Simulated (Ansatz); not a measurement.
# The stack of 1T-PtSe2 under 1T-PbSeTe , upper layer turned by 180° between two gates, part 2 of 3

Aim: screening and gap of the neutral stack of 1T-PtSe2 under 1T-PbSeTe , upper layer turned by 180° between oppositely charged gates.

Ansatz 0.2.0; plane-wave DFT, PBE-D3(BJ), Ansatz PAW (the session's first sound run).

So far. Step 2 (Relaxing the slab): The lattice constant a goes from 3.750 to 3.808 Å.

## Step 3: Gated layer, displacement field 0

The slab is cut off from its images along the normal. Two sheets of opposite charge stand for the gates, so the stack stays neutral in a displacement field; barriers ahead of the sheets keep electrons from leaking to them. The uncharged case sets the zero.

The cell differs from the one that the last finished run ended in (c 40.642 → 47.539 Å).

Contents of input.yaml:

```yaml
crystal:
  lattice:
    - [3.8079361189, 0.0, 0.0]
    - [-1.9039680595, 3.297769415, 0.0]
    - [0.0, 0.0, 47.5386106375]
  atoms:
    - { symbol: Se, position: [0.6666666667, 0.3333333333, 0.4038822284] }
    - { symbol: Pt, position: [0.0, 0.0, 0.43036763] }
    - { symbol: Se, position: [0.3333333333, 0.6666666667, 0.4574478003] }
    - { symbol: Te, position: [0.6666666667, 0.3333333333, 0.5079323933] }
    - { symbol: Pb, position: [0.3333333333, 0.6666666667, 0.5603465085] }
    - { symbol: Se, position: [0.0, 0.0, 0.5961177716] }
  periodic: [true, true, false]
  symmetry: { detect: true }
kpoints:
  mp_grid: { grid: [24, 24, 1] }
  band_path:
    path: [[0, 0, 0], [0.5, 0, 0], [0.33333333, 0.33333333, 0], [0, 0, 0]]
    npoints: 16
hamiltonian:
  xc: pbe
  dispersion: d3bj
scf:
  occupations: { method: fermi_dirac, width: 0.02585 }
  convergence: { dr2_threshold: 1.0e-10 }
output:
  forces: true
  eigenvalues: true
  dos: { projected: true, e_range: [-3, 3], de: 0.01 }
  write_potential: true
  write_density: true
  volumetric_format: npy
  elf: true
external_charges:
  - { charge: 0, barrier: 10, axis: 3, height: 31.839, sigma: 0.25 }
  - { charge: 0, barrier: 10, axis: 3, height: 15.7, sigma: 0.25 }
```

Command:

```
ansatz run input.yaml --threads 4 --pin off --max-ram 6144MiB --backend cpu --events-out ev --progress --plain --runs-dir out
```

Log:

```text
[...]
Crystal: 6 atoms, lattice volume = 596.975 Å³
Basis set: ecut = 420 eV, 11703 PW (Γ), exchange–correlation on 54×54×640 points (8 copies of the dense FFT grid, shifted against one another)
Bands: 58, of which v1, the nominal top of the filled ones, is band 48 counted from 1 (47 counted from 0)
Symmetry: 6 space group operations
[...]
k-points: 61 of 576 (time reversal used)
[...]
SCF iter   1: F=—  HF=-47819.754484 eV  |F-HF|=—  |Δ(HF+E_count)|=         —  Δρ=1.29e-3  dr2=4.51e-2  ethr=1.77e-3  ⟨swp⟩=18.6  Hψ=26561  notcnv=0  defer=50
[...]
SCF iter  11: F=-47819.757793 eV  HF=-47819.757793 eV  |F-HF|=4.66e-10  |Δ(HF+E_count)|=   2.77e-9  Δρ=6.04e-8  dr2=4.13e-11  ethr=1.00e-12  ⟨swp⟩=26.2  Hψ=30667  notcnv=0
SCF 1 converged in 11 iterations: F = -47819.757793 eV  dr2 = 4.13e-11
[...]
NSCF: frozen V_eff on 49 k-points
WARN: The output density's exchange-correlation potential varies sharply where the density is thin. Do not read a vacuum level from v_tot or v_xc, or from such a field of the output density. On a cell that repeats whose density bears no net charge and no dipole along the vacuum's axis use v_es (v_loc + v_h of the components); under efield.dipole_correction with no amplitude use v_es + v_field, which holds any externa [...]
SCF converged after 11 iterations
Free energy (F): -47819.757793 eV
[...]
Internal energy: -47819.751702 eV  (E = F + TS)
E sigma→0 (E₀):  -47819.754747 eV
Entropy (-TS):   -0.006091 eV (-1.015 meV/atom)
Fermi energy:    -5.338129 eV
[...]
--- Forces (eV/Å), atoms and charges each counted from 1 ---
  atom   1  Se     0.00000000    -0.00000000     0.01562703
  atom   2  Pt    -0.00000000     0.00000000    -0.00581138
  atom   3  Se    -0.00000000     0.00000000    -0.00676224
  atom   4  Te    -0.00000000    -0.00000000     0.00222755
  atom   5  Pb    -0.00000000     0.00000000     0.00632643
  atom   6  Se     0.00000000    -0.00000000    -0.00988764
  external charge   1     0.00000000     0.00000000     0.00664930
  external charge   2     0.00000000     0.00000000    -0.00836941
  max |Σ_I F_I| component, the external charges' with the atoms': 3.46e-7 eV/Å
--- Band table (eV; the first three rows and the last of 61) ---
  k-point 0: bands = [... 44 lower, -5.5440, -5.5440, -4.4666, -4.4191, -4.4191, -3.1121, -3.1121, -1.6727, ... 6 higher]
  k-point 1: bands = [... 44 lower, -5.6748, -5.5706, -4.5504, -4.4469, -4.3663, -3.2355, -3.1339, -1.5666, ... 6 higher]
  k-point 2: bands = [... 44 lower, -5.8781, -5.6469, -4.7945, -4.5242, -4.2839, -3.4944, -3.1933, -1.3321, ... 6 higher]
  k-point 60: bands = [... 44 lower, -7.1321, -7.1255, -6.9694, -6.4817, -5.6603, -3.9838, -3.9193, -2.1557, ... 6 higher]
```

The job ended after 74 s (4 threads of Intel Xeon 6975P-C (Granite Rapids), shared host; peak memory 2.4 GiB).

This step gave:

```yaml
energy_at_zero_smearing: -47819.7547 eV
potential_beyond_the_upper_barrier_and_gate_less_the_barrier_from_the_fermi_level: 5.558 eV
```

Running mean over a fixed 2.5 Å (it still follows the layers) of the planar mean; beyond a gate it holds the 10 eV model barrier. Table of electron's electrostatic potential energy less the Fermi level by z:

| z (Å) | electron's electrostatic potential energy less the Fermi level (eV) |
| --- | --- |
| 4 | 15.1 |
| 6 | 15.1 |
| 8 | 15.1 |
| 10 | 15.1 |
| 12 | 15.1 |
| 14 | 15.1 |
| 16 | 8.91 |
| 18 | 2.21 |
| 20 | -7.69 |
| 22 | -3.02 |
| 24 | -0.366 |
| 26 | -4.52 |
| 28 | -3.26 |
| 30 | 4.18 |
| 32 | 11.2 |
| 34 | 15.6 |
| 36 | 15.6 |
| 38 | 15.6 |
| 40 | 15.6 |
| 42 | 15.6 |

The density of states has structure finer than the step of the table below, so its rows give means over 0.2 eV. Peaks (eV: height): -2.79: 22.4, -2.62: 9.91, -2.41: 9.06, -1.79: 9.22, -0.29: 8.35, 1.29: 13.7, 1.58: 9.24.

Table of density of states by energy, zero at the Fermi level; means over each step:

energy (eV), density of states (states/eV a cell) and a bar:
```
     -2.8       11.2 ##############################
     -2.6        7.2 ###################
     -2.4        5.2 #############
     -2.2        4.3 ##########
     -2.0        6.0 ###############
     -1.8        6.1 ###############
     -1.6        4.9 ############
     -1.4        5.0 ############
     -1.2        4.8 ############
     -1.0        5.4 #############
     -0.8        3.9 #########
     -0.6        2.8 ######
     -0.4        4.6 ###########
     -0.2        5.0 ############
      0.0        2.8 ######
      0.2        2.5 #####
      0.4        2.9 ######
      0.6        1.8 ###
      0.8        0.9 #
      1.0        0.6 
      1.2        2.1 ####
      1.4        5.0 ############
      1.6        6.6 #################
      1.8        3.4 ########
```

Projected DOS per atom over height of the atomic layer and energy from the Fermi level. Layers: Se Pt Se Te Pb Se from below.

Values in states/eV, 22 rows by 6 columns, each cell a mean:
```
1.0 0.8 1.0 0.2 0.2 0.1
1.6 1.5 1.7 0.3 0.3 0.3
1.2 1.2 1.5 0.3 0.3 0.3
0.5 0.6 0.7 0.2 0.1 0.1
0.1 0.0 0.1 0.3 0.1 0.1
0.1 0.0 0.0 0.6 0.0 0.1
0.3 0.1 0.1 1.3 0.2 0.4
0.3 0.1 0.2 1.2 0.2 0.5
0.3 0.2 0.2 1.2 0.2 0.5
0.5 0.3 0.3 2.0 0.4 1.0
0.6 0.3 0.4 1.7 0.4 1.6
0.5 0.3 0.4 0.7 0.2 0.9
1.2 0.6 0.8 0.7 0.2 0.9
1.2 0.6 1.0 0.8 0.3 1.0
0.9 0.7 0.7 1.0 0.4 1.2
0.8 0.7 0.6 0.9 0.4 1.4
0.8 1.2 0.7 1.0 0.4 1.7
0.7 1.4 0.7 0.9 0.5 1.6
0.6 1.2 0.5 0.7 0.4 0.8
0.6 1.3 0.6 1.0 0.6 1.2
0.6 3.8 0.8 1.3 0.8 1.4
0.4 4.7 0.6 0.9 0.6 0.8
```
Columns: height of the atomic layer (Å) from 19.2 to 28.3 (not evenly spaced); rows upwards: energy from the Fermi level (eV) from -2.98 to 1.97.

Electronic bands along the path, in eV, zero at the Fermi level:

| point | band 45 | band 46 | band 47 | band 48 | band 49 | band 50 | band 51 | band 52 |
| --- | --- | --- | --- | --- | --- | --- | --- | --- |
| Γ | -0.21 | -0.21 | 0.87 | 0.92 | 0.92 | 2.23 | 2.23 | 3.67 |
| halfway | -1.05 | -0.89 | -0.29 | 0.22 | 0.30 | 1.29 | 1.91 | 3.23 |
| M | -2.28 | -1.46 | -1.26 | -0.37 | -0.19 | 1.63 | 2.06 | 2.66 |
| halfway | -2.30 | -1.79 | -1.36 | -0.60 | -0.33 | 1.40 | 1.71 | 3.06 |
| K | -1.79 | -1.79 | -1.63 | -1.14 | -0.32 | 1.35 | 1.42 | 3.18 |
| halfway | -1.39 | -1.04 | -0.80 | -0.01 | 0.52 | 1.14 | 1.70 | 3.53 |
| Γ | -0.21 | -0.21 | 0.87 | 0.92 | 0.92 | 2.23 | 2.23 | 3.67 |

ELF in the ca plane at fractional y = 0.000, with atoms of Pt and Se within 0.2 Å of it. It is the smooth field of the valence electrons, not physical close to the nuclei.

Ten even steps from '0' (0.00) to '9' (0.82), each cell a mean:
```
00000000000235788743100011110000147863699862
00000000001233466432100123332101136899999742
00000000123444333344321356664222334689997521
00000001356765422466632467775333433345543100
00000013578776422467743566676334443211100000
00000012467776422467642467675334433222211000
00000001245665333355521367764223333578875310
00000000012333354333210245543111235899998631
00000000000234677542100012221000147886899852
00000000000236788753100001100000147741599863
```
Columns run along c (16.0 Å, from fractional 0.31 to 0.65 of the cell), rows up along a (3.8 Å). Atoms in or near the plane, at fractional coordinates: Pt at (0.43, 0.00), Se at (0.60, 0.00).

Electrostatic potential energy in the ca plane at fractional y = 0.000, with atoms of Pt and Se within 0.2 Å of it. With pseudopotentials it is smooth inside the atoms' cores, unlike the true potential.

Ten even steps from '0' (-45 eV) to '9' (10 eV), each cell a mean:
```
99999999999888888887750000367788877777777774
99999999999888888887763001577777777777777776
99999999999888888877776556777777777777777777
99999999999888888777777777767777766677766667
99999999999888888776667777666777655677765567
99999999999888888777667777766777665677766567
99999999999888888777777667777777766777776667
99999999999888888877765224677777777777777776
99999999999888888887750000477788777777777775
99999999999888888887740000267788888777777764
```
Columns run along c (16.0 Å, from fractional 0.25 to 0.59 of the cell; values clipped at the 3rd and 97th percentile), rows up along a (3.8 Å). Atoms in or near the plane, at fractional coordinates: Pt at (0.43, 0.00).

Valence density in the ca plane at fractional y = 0.000, with atoms of Pt and Se within 0.2 Å of it. It is the smooth field of the valence electrons, not physical close to the nuclei.

Ten steps, logarithmic in the rise over the least value, from '0' (0 e/Å³) to '9' (34 e/Å³), each cell a mean:
```
00000000000013677531000000000000001368731000
00000000000012455311000000000000001234321000
00000000000011122111000000000000001111110000
00000000000111111111100011110001111000000000
00000000000111100111100011111001111000000000
00000000000111100111100011111001111000000000
00000000000011111111000001110000111111100000
00000000000011233211000000000000001122210000
00000000000012566421000000000000001256521000
00000000000013677631000000000000001379841000
```
Columns run along c (16.0 Å, from fractional 0.31 to 0.65 of the cell), rows up along a (3.8 Å). Atoms in or near the plane, at fractional coordinates: Pt at (0.43, 0.00), Se at (0.60, 0.00).

There is no gap.

## Step 4: Gated layer, displacement field 1.81 V/nm

Changes to input.yaml since step 3:

```diff
@@ -28,3 +28,2 @@
   eigenvalues: true
-  dos: { projected: true, e_range: [-3, 3], de: 0.01 }
   write_potential: true
@@ -32,5 +31,6 @@
   volumetric_format: npy
-  elf: true
 external_charges:
   - { charge: 0, barrier: 10, axis: 3, height: 31.839, sigma: 0.25 }
+  - { charge: -0.012558, axis: 3, height: 33.339, sigma: 0.5 }
   - { charge: 0, barrier: 10, axis: 3, height: 15.7, sigma: 0.25 }
+  - { charge: 0.012558, axis: 3, height: 14.2, sigma: 0.5 }
```

Log:

```text
[...]
Crystal: 6 atoms, lattice volume = 596.975 Å³
Basis set: ecut = 420 eV, 11703 PW (Γ), exchange–correlation on 54×54×640 points (8 copies of the dense FFT grid, shifted against one another)
Bands: 58, of which v1, the nominal top of the filled ones, is band 48 counted from 1 (47 counted from 0)
Symmetry: 6 space group operations
[...]
k-points: 61 of 576 (time reversal used)
[...]
SCF iter   1: F=—  HF=-47820.796136 eV  |F-HF|=—  |Δ(HF+E_count)|=         —  Δρ=2.77e-2  dr2=1.27e1  ethr=3.10e-3  ⟨swp⟩=17.3  Hψ=24856  notcnv=0  defer=25
[...]
SCF iter  13: F=-47819.743943 eV  HF=-47819.743943 eV  |F-HF|=8.73e-10  |Δ(HF+E_count)|=   1.70e-9  Δρ=4.90e-8  dr2=2.20e-11  ethr=1.00e-12  ⟨swp⟩=27.8  Hψ=31625  notcnv=0
SCF 1 converged in 13 iterations: F = -47819.743943 eV  dr2 = 2.20e-11
[...]
SCF converged after 13 iterations
Free energy (F): -47819.743943 eV
[...]
Internal energy: -47819.737836 eV  (E = F + TS)
E sigma→0 (E₀):  -47819.740890 eV
Entropy (-TS):   -0.006107 eV (-1.018 meV/atom)
Fermi energy:    -5.340434 eV
[...]
--- Forces (eV/Å), atoms and charges each counted from 1 ---
  atom   1  Se     0.00000000    -0.00000000     0.01038688
  atom   2  Pt    -0.00000000    -0.00000000    -0.00556192
  atom   3  Se    -0.00000000     0.00000000     0.00022177
  atom   4  Te     0.00000000    -0.00000000     0.00287752
  atom   5  Pb    -0.00000000     0.00000000     0.02280563
  atom   6  Se     0.00000000    -0.00000000    -0.02725458
  external charge   1     0.00000000     0.00000000     0.00594911
  external charge   2     0.00000000     0.00000000    -0.00113648
  external charge   3     0.00000000     0.00000000    -0.00942394
  external charge   4     0.00000000     0.00000000     0.00113573
  max |Σ_I F_I| component, the external charges' with the atoms': 2.75e-7 eV/Å
--- Band table (eV; the first three rows and the last of 61) ---
  k-point 0: bands = [... 44 lower, -5.5365, -5.5365, -4.4608, -4.4229, -4.4229, -3.1251, -3.1251, -1.6768, ... 6 higher]
  k-point 1: bands = [... 44 lower, -5.6692, -5.5631, -4.5522, -4.4508, -4.3632, -3.2484, -3.1469, -1.5701, ... 6 higher]
  k-point 2: bands = [... 44 lower, -5.8785, -5.6395, -4.7970, -4.5282, -4.2826, -3.5061, -3.2061, -1.3323, ... 6 higher]
  k-point 60: bands = [... 44 lower, -7.1409, -7.1304, -6.9661, -6.4913, -5.6606, -4.0001, -3.9283, -2.1454, ... 6 higher]
```

The job ended after 74 s (4 threads; peak memory 2.1 GiB).

Read from the output:

- energy at zero smearing: -47819.7409 eV
- potential beyond the upper barrier and gate, less the barrier, from the Fermi level: 6.274 eV

Electronic bands along the path, in eV, zero at the Fermi level:

| point | band 45 | band 46 | band 47 | band 48 | band 49 | band 50 | band 51 | band 52 |
| --- | --- | --- | --- | --- | --- | --- | --- | --- |
| Γ | -0.20 | -0.20 | 0.88 | 0.92 | 0.92 | 2.22 | 2.22 | 3.66 |
| halfway | -1.06 | -0.88 | -0.30 | 0.22 | 0.30 | 1.29 | 1.90 | 3.25 |
| M | -2.29 | -1.46 | -1.26 | -0.37 | -0.19 | 1.61 | 2.05 | 2.67 |
| halfway | -2.30 | -1.80 | -1.36 | -0.60 | -0.33 | 1.39 | 1.70 | 3.07 |
| K | -1.80 | -1.79 | -1.63 | -1.15 | -0.32 | 1.34 | 1.41 | 3.19 |
| halfway | -1.39 | -1.05 | -0.80 | -0.02 | 0.53 | 1.12 | 1.69 | 3.55 |
| Γ | -0.20 | -0.20 | 0.88 | 0.92 | 0.92 | 2.22 | 2.22 | 3.66 |

There is no gap.

Of the bands kept, 3 cross the Fermi level on this path.

## Step 5: Gated layer, displacement field -1.81 V/nm

Changes to input.yaml since step 4:

```diff
@@ -33,4 +33,4 @@
   - { charge: 0, barrier: 10, axis: 3, height: 31.839, sigma: 0.25 }
-  - { charge: -0.012558, axis: 3, height: 33.339, sigma: 0.5 }
+  - { charge: 0.012558, axis: 3, height: 33.339, sigma: 0.5 }
   - { charge: 0, barrier: 10, axis: 3, height: 15.7, sigma: 0.25 }
-  - { charge: 0.012558, axis: 3, height: 14.2, sigma: 0.5 }
+  - { charge: -0.012558, axis: 3, height: 14.2, sigma: 0.5 }
```

Log:

```text
[...]
Crystal: 6 atoms, lattice volume = 596.975 Å³
Basis set: ecut = 420 eV, 11703 PW (Γ), exchange–correlation on 54×54×640 points (8 copies of the dense FFT grid, shifted against one another)
Bands: 58, of which v1, the nominal top of the filled ones, is band 48 counted from 1 (47 counted from 0)
Symmetry: 6 space group operations
[...]
k-points: 61 of 576 (time reversal used)
[...]
--- Band table (eV; the first three rows and the last of 61) ---
  k-point 0: bands = [... 44 lower, -5.5551, -5.5551, -4.4761, -4.4188, -4.4188, -3.1027, -3.1027, -1.6741, ... 6 higher]
  k-point 1: bands = [... 44 lower, -5.6840, -5.5816, -4.5524, -4.4466, -4.3728, -3.2262, -3.1246, -1.5686, ... 6 higher]
  k-point 2: bands = [... 44 lower, -5.8813, -5.6579, -4.7958, -4.5237, -4.2888, -3.4862, -3.1840, -1.3376, ... 6 higher]
  k-point 60: bands = [... 44 lower, -7.1271, -7.1242, -6.9760, -6.4755, -5.6636, -3.9711, -3.9140, -2.1698, ... 6 higher]
[key lines of the parts left out:]
SCF converged after 13 iterations
Free energy (F): -47819.754989 eV
Fermi energy:    -5.339420 eV
```

Wall time 78 s (4 threads); peak memory 2.1 GiB.

There is no gap.

## Step 6: Gated layer, displacement field 3.62 V/nm

Changes to input.yaml since step 5:

```diff
@@ -33,4 +33,4 @@
   - { charge: 0, barrier: 10, axis: 3, height: 31.839, sigma: 0.25 }
-  - { charge: 0.012558, axis: 3, height: 33.339, sigma: 0.5 }
+  - { charge: -0.025115, axis: 3, height: 33.339, sigma: 0.5 }
   - { charge: 0, barrier: 10, axis: 3, height: 15.7, sigma: 0.25 }
-  - { charge: -0.012558, axis: 3, height: 14.2, sigma: 0.5 }
+  - { charge: 0.025115, axis: 3, height: 14.2, sigma: 0.5 }
```

Log:

```text
[...]
Crystal: 6 atoms, lattice volume = 596.975 Å³
Basis set: ecut = 420 eV, 11703 PW (Γ), exchange–correlation on 54×54×640 points (8 copies of the dense FFT grid, shifted against one another)
Bands: 58, of which v1, the nominal top of the filled ones, is band 48 counted from 1 (47 counted from 0)
Symmetry: 6 space group operations
[...]
k-points: 61 of 576 (time reversal used)
[...]
--- Band table (eV; the first three rows and the last of 61) ---
  k-point 0: bands = [... 44 lower, -5.5327, -5.5327, -4.4587, -4.4304, -4.4304, -3.1418, -3.1418, -1.6870, ... 6 higher]
  k-point 1: bands = [... 44 lower, -5.6672, -5.5594, -4.5579, -4.4584, -4.3637, -3.2650, -3.1635, -1.5799, ... 6 higher]
  k-point 2: bands = [... 44 lower, -5.8825, -5.6358, -4.8033, -4.5359, -4.2850, -3.5215, -3.2226, -1.3387, ... 6 higher]
  k-point 60: bands = [... 44 lower, -7.1535, -7.1390, -6.9663, -6.5043, -5.6646, -4.0201, -3.9412, -2.1390, ... 6 higher]
[key lines of the parts left out:]
SCF converged after 12 iterations
Free energy (F): -47819.713453 eV
Fermi energy:    -5.346372 eV
```

Run time: 72 s. Hardware: 4 threads; peak memory 2.1 GiB; 4 min of CPU time.

There is no gap.

## Step 7: Gated layer, displacement field -3.62 V/nm

Changes to input.yaml since step 6:

```diff
@@ -28,2 +28,3 @@
   eigenvalues: true
+  dos: { projected: true, e_range: [-3, 3], de: 0.01 }
   write_potential: true
@@ -31,6 +32,7 @@
   volumetric_format: npy
+  elf: true
 external_charges:
   - { charge: 0, barrier: 10, axis: 3, height: 31.839, sigma: 0.25 }
-  - { charge: -0.025115, axis: 3, height: 33.339, sigma: 0.5 }
+  - { charge: 0.025115, axis: 3, height: 33.339, sigma: 0.5 }
   - { charge: 0, barrier: 10, axis: 3, height: 15.7, sigma: 0.25 }
-  - { charge: 0.025115, axis: 3, height: 14.2, sigma: 0.5 }
+  - { charge: -0.025115, axis: 3, height: 14.2, sigma: 0.5 }
```

Log:

```text
[...]
Crystal: 6 atoms, lattice volume = 596.975 Å³
Basis set: ecut = 420 eV, 11703 PW (Γ), exchange–correlation on 54×54×640 points (8 copies of the dense FFT grid, shifted against one another)
Bands: 58, of which v1, the nominal top of the filled ones, is band 48 counted from 1 (47 counted from 0)
Symmetry: 6 space group operations
[...]
k-points: 61 of 576 (time reversal used)
[...]
--- Band table (eV; the first three rows and the last of 61) ---
  k-point 0: bands = [... 44 lower, -5.5698, -5.5698, -4.4893, -4.4221, -4.4221, -3.0968, -3.0968, -1.6805, ... 6 higher]
  k-point 1: bands = [... 44 lower, -5.6965, -5.5963, -4.5583, -4.4498, -4.3828, -3.2205, -3.1188, -1.5756, ... 6 higher]
  k-point 2: bands = [... 44 lower, -5.8882, -5.6725, -4.8007, -4.5268, -4.2974, -3.4817, -3.1784, -1.3484, ... 6 higher]
  k-point 60: bands = [... 44 lower, -7.1265, -7.1260, -6.9859, -6.4727, -5.6705, -3.9620, -3.9124, -2.1877, ... 6 higher]
[key lines of the parts left out:]
SCF converged after 12 iterations
Free energy (F): -47819.735529 eV
Fermi energy:    -5.344264 eV
```

It took 71 s on 4 threads; peak memory 2.3 GiB.

There is no gap.

(Continued in part 3 of 3.)

[Long decimals in the printed logs are rounded to 6 places.]

[Logs are printed without paths, hosts, clocks, repeated set-up lines and the standing remarks that a program may print on its own settings, such as how far it seeks lower states.]

[Hosts, paths, dates, database ids (printed as entryN), source tags and the programs' standing remarks are cut or masked in the printed files.]

[Maps of the electrostatic potential energy from Ansatz leave out the sawtooth potential of an applied field or a dipole correction, so their vacuum need not be flat; planar profiles and work functions include it.]
